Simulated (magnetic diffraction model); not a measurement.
# Solving a magnetic structure from powder neutron data: Ce₂CuP₂O

Space group C2/m (no. 12), a = 14.7558 Å, b = 4.2430 Å, c = 9.7240 Å, β = 130.65°.

```csv
site,atom,x,y,z
4i,Ce,0.1750,0,0.6154
4i,Ce,0.1311,0,0.9468
4i,Cu,0.9125,1/2,0.7008
4i,P,0.0483,1/2,0.6408
4i,P,0.6405,1/2,0.2557
4i,O,0.2796,0,0.9342
```

The compound is invented for this exercise: a known structure type with other elements, its cell scaled to their sizes and not relaxed.

Only Ce and Cu are taken to order (form factors of Ce3+ and Cu2+); orders and moment sizes are assumed, and not adapted to the symmetry. Radiation: neutrons of λ = 2.0775 Å, 5° to 45°; isotropic B of 0.17 Å² (Ce), 0.25 Å² (Cu), 0.34 Å² (P) and 0.35 Å² (O). The intensities are simulated: I ∝ L Σ (|F_N|² + |F_M⊥|²) for unpolarised neutrons, with F_M = 2.695 fm/μB × Σ f(s) S exp(2πi Q·r) exp(−B s²) at Q = H ± k (one set where k and −k are equivalent), only the part normal to Q counting and L = 1/(sin²θ cos θ). For collinear order S is the moment m, which repeats by lattice and centring translations R with the sign exp(−2πi k·R). Form factors are spin-only for 3d ions and dipole or tabulated for f ions, scattering lengths are Sears's of 1992, and absorption is left out. A label names one of the reflections at its angle. The strongest nuclear line in the range is 100, and lines under 0.2 are left out.

Above the ordering temperature:

| 2θ (°) | index | I |
| --- | --- | --- |
| 16.19 | (0 0 1) | 0.5 |
| 16.35 | (2 0 -1) | 1.6 |
| 21.39 | (2 0 0) | 4.3 |
| 24.67 | (2 0 -2) | 33.2 |
| 30.36 | (1 1 0) | 17.7 |
| 30.98 | (1 1 -1) | 0.2 |
| 32.71 | (0 0 2) | 9.0 |
| 33.04 | (4 0 -2) | 0.8 |
| 34.58 | (2 0 1) | 79.2 |
| 34.81 | (4 0 -1) | 4.1 |
| 37.89 | (1 1 1) | 89.5 |
| 38.03 | (3 1 -1) | 16.2 |
| 38.87 | (2 0 -3) | 65.2 |
| 39.09 | (4 0 -3) | 24.3 |
| 39.43 | (1 1 -2) | 10.2 |
| 39.57 | (3 1 -2) | 14.9 |
| 43.52 | (3 1 0) | 100.0 |
| 43.58 | (4 0 0) | 28.6 |

Below it (cell unchanged):

```tsv
2θ (°)	I
15.35	5.8
16.19	0.5
16.35	1.6
18.68	5.0
18.75	23.3
21.39	4.3
23.27	1.9
24.67	33.2
25.57	11.8
25.73	68.7
26.38	8.6
26.48	0.8
30.36	17.7
30.98	0.2
31.68	42.0
31.94	11.4
32.71	9.0
33.04	0.8
34.58	79.2
34.81	4.1
35.79	6.6
35.98	0.3
36.02	22.3
37.89	89.5
38.03	16.2
38.87	65.2
39.09	24.3
39.43	10.2
39.57	14.9
40.05	11.7
40.49	0.6
40.84	1.3
43.52	100.0
43.58	28.6
44.99	0.7
```

**Question.** Check that the new lines index with k = (1/2 1/2 1/2), then choose among these models:
A. collinear moments along [111], 1.9 μB on Ce and 0.75 μB on Cu; signs + at (0.1750, 0, 0.6154), + at (0.8250, 0, 0.3846), − at (0.1311, 0, 0.9468), − at (0.8689, 0, 0.0532), − at (0.9125, 1/2, 0.7008), + at (0.0875, 1/2, 0.2992)
B. collinear moments along [010], 1.9 μB on Ce and 0.75 μB on Cu; signs + at (0.1750, 0, 0.6154), + at (0.8250, 0, 0.3846), − at (0.1311, 0, 0.9468), − at (0.8689, 0, 0.0532), − at (0.9125, 1/2, 0.7008), + at (0.0875, 1/2, 0.2992)
C. collinear moments along [010], 1.9 μB on Ce and 0.75 μB on Cu; signs + at (0.1750, 0, 0.6154), + at (0.8250, 0, 0.3846), − at (0.1311, 0, 0.9468), − at (0.8689, 0, 0.0532), + at (0.9125, 1/2, 0.7008), − at (0.0875, 1/2, 0.2992)
D. collinear moments along [111], 1.9 μB on Ce and 0.75 μB on Cu; signs + at (0.1750, 0, 0.6154), + at (0.8250, 0, 0.3846), − at (0.1311, 0, 0.9468), − at (0.8689, 0, 0.0532), + at (0.9125, 1/2, 0.7008), − at (0.0875, 1/2, 0.2992)

The new lines index as (1/2 1/2 -1/2) at 15.35°, (1/2 1/2 1/2) at 18.68°, (-3/2 1/2 1/2) at 18.75° and (-3/2 1/2 3/2) at 23.27°, that is as H ± k with k = (1/2 1/2 1/2), one of 2 inequivalent arms of its star (k and −k counted as one), which a powder can't tell apart. Half indices mean that the moments reverse under translations with k·R a half-integer, and the magnetic cell has twice the primitive volume.

Magnetic intensity, observed (below minus above) and for each model:

| 2θ (°) | index | observed | A | B | C | D |
| --- | --- | --- | --- | --- | --- | --- |
| 15.35 | (1/2 1/2 -1/2) | 5.8 | 83.8 | 15.0 | 5.8 | 32.2 |
| 18.75 | (-3/2 1/2 1/2) | 23.3 | 42.5 | 19.9 | 23.3 | 49.7 |
| 23.27 | (-3/2 1/2 3/2) | 1.9 | 26.0 | 17.2 | 1.9 | 2.9 |
| 25.57 | (1/2 1/2 -3/2) | 11.8 | 35.2 | 25.4 | 11.8 | 16.3 |
| 25.73 | (5/2 1/2 -3/2) | 68.7 | 28.2 | 29.9 | 68.7 | 64.9 |
| 31.68 | (1/2 1/2 3/2) | 42.0 | 18.7 | 40.6 | 42.0 | 19.4 |
| 31.94 | (-7/2 1/2 3/2) | 11.4 | 26.4 | 27.3 | 11.4 | 11.0 |
| 36.02 | (-7/2 1/2 1/2) | 22.3 | 5.3 | 8.8 | 22.3 | 13.4 |

Model C matches.

The structure used: k = (1/2 1/2 1/2), collinear moments along [010], 1.9 μB on Ce and 0.75 μB on Cu; signs + at (0.1750, 0, 0.6154), + at (0.8250, 0, 0.3846), − at (0.1311, 0, 0.9468), − at (0.8689, 0, 0.0532), + at (0.9125, 1/2, 0.7008), − at (0.0875, 1/2, 0.2992).

[Logs are printed without paths, hosts, clocks, repeated set-up lines and the standing remarks that a program may print on its own settings, such as how far it seeks lower states.]
